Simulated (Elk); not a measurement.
An input for Elk 11.2.3 (patched build) (CdTe (F-43m)):

```
tasks
  0

xctype
  20

rgkmax
  8.5

gmaxvr
  18.0

lmaxapw
  10

lmaxo
  8

nxlo
  2

lorbcnd
  .true.

autolinengy
  .true.

tshift
  .false.

spinorb
  .true.

ngridk
  4 4 4

swidth
  0.0005

maxscl
  80

vkloff
  0.05 0.15 0.25

nempty
  10

sppath
  './'

avec
  0.0000000000 6.1227126438 6.1227126438
  6.1227126438 0.0000000000 6.1227126438
  6.1227126438 6.1227126438 0.0000000000

atoms
  2
  'Cd.in'
  1
  0.0000000000 0.0000000000 0.0000000000
  'Te.in'
  1
  0.2500000000 0.2500000000 0.2500000000
```

```sh
OMP_NUM_THREADS=16 elk > log
```

Q: Estimate wall time and host memory on 16 threads of Arm Neoverse V1, shared host.

It took 2.6 min; on shared hardware allow 79 s to 5.2 min. Peak host memory was 1.4 GiB.

[Paths, hosts, dates, memory and timing lines, banners, echoed tables and standing remarks are left out of the program output.]

[Logs are printed without paths, hosts, clocks, repeated set-up lines and the standing remarks that a program may print on its own settings, such as how far it seeks lower states.]

[Runs of the session that timed out or met a known fault of the program may be left out.]

[Hosts, paths, dates, database ids (printed as entryN), source tags and the programs' standing remarks are cut or masked in the printed files.]
